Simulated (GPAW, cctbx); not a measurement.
# CdPPdRh4: deformation density and structure factors from DFT

Aim: compute the bonding part of the density of CdPPdRh4, find which reflections carry it, and see how it biases an ordinary refinement.

The cell comes from substitution in a known structure type and wasn't matched to any measured phase. All numbers below are calculated.

**1. Relax the structure**

The density hangs on the geometry, so cell and atoms are relaxed first, with the symmetry held. The cutoff is set higher than for the density because stress converges slowly with plane waves.

Settings: GPAW 26.7.0, PBE, 570 eV, 5×5×3 k-points (along the axes of the calculation cell), Fermi–Dirac width 0.1 eV, BFGS to 0.03 eV/Å.

```text
cell
1.0
     3.808000000    0.000000000    0.000000000
     0.000000000    3.808000000    0.000000000
     0.000000000    0.000000000    6.962000000
Cd Pd Rh P
1 1 4 1
Direct
0.500000000 0.500000000 0.000000000
0.000000000 0.000000000 0.000000000
0.000000000 0.500000000 0.299200000
0.500000000 0.000000000 0.299200000
0.000000000 0.500000000 0.700800000
0.500000000 0.000000000 0.700800000
0.000000000 0.000000000 0.500000000
```

```console
$ OMP_NUM_THREADS=1 mpirun -n 4 gpaw python run.py > gpaw.log
```

```text
BFGS:    0      -40.996737        1.403255
BFGS:    1      -41.064750        1.255208
BFGS:    2      -41.314762        0.271819
BFGS:    3      -41.321516        0.269457
...
BFGS:    9      -41.364679        0.180625
BFGS:   10      -41.369197        0.074261
BFGS:   11      -41.370158        0.017133
cell  3.9611 3.9611 6.8116  90.00 90.00 90.00
volume 106.876 A^3, largest force 0.009 eV/A, largest stress 0.18 GPa
```

After 11 steps the volume has changed by +5.9 % and the energy by -0.373 eV; the largest stress left is 0.18 GPa. It took 2.6 min on 4 cores of Arm Neoverse V2 (shared host), peak memory 1.2 GiB.

Relaxed structure: P4/mmm (no. 123), a = 3.9611 Å, b = 3.9611 Å, c = 6.8116 Å, α = 90.00°, β = 90.00°, γ = 90.00°.

```csv
atom,mult.,x,y,z
Cd1,1,1/2,1/2,0
Pd1,1,0,0,0
Rh1,4,0,1/2,0.3032
P1,1,0,0,1/2
```

**2. Density and charge transfer**

X-rays see the whole electron density, so the PAW density is rebuilt with its core regions. Subtracting spherical free atoms from the same code cancels the cores and leaves the deformation density Δρ, the part due to bonding.

Settings: PBE, 450 eV, 6×6×4 k-points (along the axes of the calculation cell), Fermi–Dirac width 0.1 eV; primitive cell of 7 atoms.

```console
$ OMP_NUM_THREADS=1 mpirun -n 4 gpaw python run.py > gpaw.log
```

```text
|iter:   1|       0s |  -47.907426 | +0.44 |       |
|iter:   2|       2s |  -43.025485 | -0.85 | -1.04 |
|iter:   3|       3s |  -42.267966 | -1.91 | -1.21 |
...
|iter:  12|      17s |  -41.167980c| -6.24 | -4.32c|
|iter:  13|      19s |  -41.167978c| -6.88 | -5.02c|
|iter:  14|      20s |  -41.167979c| -7.46c| -5.43c|
```

```text
grid (40, 40, 70)  electrons 289.000  moved by bonding 1.741 e
deformation density beyond 0.5 A of the nuclei: max 0.240, min -0.365 e/A^3
atom        x       y       z   Voronoi charge  moment
Cd1    0.5000  0.5000  0.0000      0.101       0.00
Pd2    0.0000  0.0000  0.0000      0.172       0.00
Rh3    0.0000  0.5000  0.3032     -0.031       0.00
Rh4    0.5000  0.0000  0.3032     -0.031       0.00
Rh5    0.0000  0.5000  0.6968     -0.031       0.00
Rh6    0.5000  0.0000  0.6968     -0.031       0.00
P 7    0.0000  0.0000  0.5000     -0.150       0.00
mean inner potential of superposed free atoms 26.333 V
total magnetic moment 0.000 muB
```

Deformation density in a plane through the shortest contact of the Rh atom at the origin, in 0.01 e/Å³ (clipped at ±99); x from -1.6 to 4.0 Å, y from 2.4 down to -2.4 Å:

```text
 -1   .   .   .   1   8   4   1   .   .  -9  -2   3   0  -9  10
 -2   .   .  -5   1   7   0 -24   .   .   0  -2   2   2  -2  -6
 -2  -7  -5  -1   4   6   1 -12 -23  -4   2   1   1   1   1   2
  0   0   4   8   6   5   5   3   1   6   8   4   1   1   1   2
  1   2   4   5  -3  -8   0   5   6   6   3  -2  -3   0   2   0
  2   1  -2   1   . -40 -12   3   6  -1  -5   .  -8   2   6   1
  3   2  -3   2   .   .  -5   6   7  -3   .   .  -5   3   8   1
  3   3  -5 -21   .   6   0   4   5  -4  -8   .  -4   4   6  -4
  2   3  -2  -9 -10  -3  -2   2   1  -2  -4   1   5   6   5   3
  2   2   1   0   1   2   2   2   1   0   2   6   8   2   1   5
  3   2   2   3   3   3   2   2   1   1   2   1   1 -16 -20  -3
  2   2   2   2  -4 -11  -8  -4   1   3   0  -2   7   .   .  -7
 -1   2   3  -3 -14 -24  13  -7  -4   3   1  -5   .   .   .   1
```

Atoms in or within 0.15 Å of the plane: Rh (3.3, -2.2), Rh (0.0, 0.0), Rh (1.5, 2.2), P (2.4, 0.0), P (-0.9, 2.2) Å. Dots mark points within about 0.45 Å of a nucleus; large values next to them are atomic features.

P gains most (-0.15 e) and Pd loses most (+0.17 e), which isn't the order of electronegativity: valence and coordination count too, and Voronoi cells cut space at the midplane whatever the atoms' sizes. Such charges fall far short of formal ones, since overlapping free atoms already put density on their neighbours. Along the shortest contact from the Rh atom at the map's origin, Rh–P at 2.39 Å, Δρ is +0.09 e/Å³ at the midpoint: a bond charge, the mark of covalency. At the midpoints of other shortest contacts it is +0.06 (Rh–Rh, 2.68 Å), +0.02 (Cd–Pd, 2.80 Å), +0.03 (Cd–Rh, 2.86 Å) and +0.04 (Pd–Rh, 2.86 Å) e/Å³. Point values carry grid noise of about 0.01 e/Å³. The run needed 14 iterations, 28 s.

**3. Structure factors**

The Fourier components of Δρ, added to those of the free atoms, give the static X-ray structure factors; the Mott–Bethe relation turns them into the Fourier components V of the potential that fast electrons feel.

```text
static structure factors of the conventional cell: F in electrons, V (Mott-Bethe) in volts
   h  k  l      d  |F| table  |F| free   |F| DFT   change   |V| free  |V| DFT  change %
   0  0  1  6.8116    20.008    19.964    19.696   -0.267     0.055    0.477    759.6
   1  0  0  3.9611    10.778    10.656    10.582   -0.074     1.577    1.627      3.1
   1  0  1  3.4242    13.306    13.435    13.624    0.189     1.792    1.698     -5.3
   0  0  2  3.4058    28.656    28.595    28.849    0.254     1.812    1.686     -7.0
   1  1  0  2.8009    59.699    59.547    59.531   -0.017     3.853    3.859      0.1
   1  1  1  2.5905   114.455   114.253   113.808   -0.445     6.853    6.981      1.9
   1  0  2  2.5825     8.829     8.829     8.719   -0.110     1.193    1.224      2.6
   0  0  3  2.2705   181.646   181.359   180.711   -0.647    10.921   11.064      1.3
   1  1  2  2.1633   189.824   189.605   188.829   -0.776    12.169   12.325      1.3
   2  0  0  1.9806   211.817   211.611   210.786   -0.825    13.019   13.158      1.1
   1  0  3  1.9699    11.003    10.976    11.018    0.042     1.002    0.996     -0.7
   2  0  1  1.9018    16.937    16.892    16.846   -0.046     0.472    0.479      1.5
   2  1  0  1.7715     7.106     7.161     6.993   -0.168     0.786    0.808      2.9
   1  1  3  1.7638    48.514    48.522    48.334   -0.188     3.233    3.258      0.8
```

The largest X-ray change is -0.82 e on 200, 0.4 % of |F|. For electrons V goes as (Z − F)/g², so a change of F counts against Z − F, which is small at low angle and wherever the atoms' terms cancel: |V| of 002 moves by -7.0 % (1.81 to 1.69 V) against +0.9 % in |F|. The tabulated Hartree–Fock atoms differ from the free DFT atoms by up to 0.29 e, so the choice of reference atom matters too.

**4. Which functional?**

The same geometry is run with other functionals, to see whether the bonding signal is larger than the spread between approximations. Free atoms are LDA for LDA and PBE otherwise; meta-GGAs and hybrids keep PBE cores. Any other changed setting is in the row's label.

```csv
run,ΔF 200 (e),ΔF 112 (e),ΔF 003 (e),q(P) (e),moved (e),time
PBE,-0.825,-0.776,-0.647,-0.150,1.741,28 s
LDA,-0.846,-0.789,-0.655,-0.136,1.710,27 s
SCAN,-0.843,-0.759,-0.567,-0.118,1.813,62 s
```

At the base's settings ΔF(200) spans -0.846 to -0.825 e, a spread of 3 % of the PBE value; over the three listed reflections the spread is at most 14 %, so sign and size hold across the functionals. Times are from shared hosts.

**5. What a spherical-atom refinement makes of it**

Routine crystallography fits spherical atoms. To see the bias, intensities are simulated from tabulated atoms plus the DFT change ΔF, so that bonding alone can misfit (3594 reflections of the full sphere, merged to the counts below, to 0.5 Å, 1.5 % proportional noise plus counting noise, assumed isotropic U as listed, Δρ smeared by the mean U) and refined with cctbx over different ranges.

```csv
range,data,R1,GooF,U Cd1 (true 0.0052),U Pd1 (true 0.0053),U Rh1 (true 0.0054),U P1 (true 0.0078),largest shift (Å),"Δρ max, min (e/Å³)"
all data,316,0.0058,1.04,0.0052,0.0053,0.0054,0.0079,0.0000,"0.33, -0.59"
"low resolution, d > 0.84",83,0.0049,1.06,0.0049,0.0050,0.0051,0.0075,0.0000,"0.21, -0.22"
"high order, d < 0.75",208,0.0059,0.97,0.0053,0.0053,0.0055,0.0079,0.0000,"0.36, -0.33"
"occupancies free, d > 0.7",129,0.0054,1.10,0.0052,0.0052,0.0053,0.0077,0.0001,"0.24, -0.35"
```

With all data GooF is 1.04, so at this noise the bonding hardly shows; the top residual peak, near noise level, lies 0.98 Å from P and 1.98 Å from Rh. U of Cd1 is off by -6 % at low resolution and by +2 % from high-order data, where mostly the cores scatter (GooF 0.97). With Cd1 held at 1 and the scale free, the other occupancies refine to Pd1 0.999(0.002), Rh1 0.999(0.001) and P1 0.995(0.005), within three s.u. of full.

**6. Answer**

Bonding moves 1.74 e in the primitive cell of CdPPdRh4 and changes the structure factors of the conventional cell in the table above by at most 0.82 e (200, 0.4 %), and among reflections above 2 % of the strongest by up to 2.3 % (210). The shortest bond, Rh–P, has Δρ = +0.09 e/Å³ at its midpoint, a covalent bond charge. At the base's settings ΔF(200) spans -0.846 to -0.825 e, a spread of 3 % of the PBE value; over the three listed reflections the spread is at most 14 %, so sign and size hold across the functionals. With all data GooF is 1.04, so at this noise the bonding hardly shows. Limits: static density, frozen cores, no spin–orbit coupling.

[Outputs are excerpts: Python notices, other lines and further rows are left out; steps that failed or that the build refused (PBEsol, TPSS) are not shown.]

[Logs are printed without paths, hosts, clocks, repeated set-up lines and the standing remarks that a program may print on its own settings, such as how far it seeks lower states.]
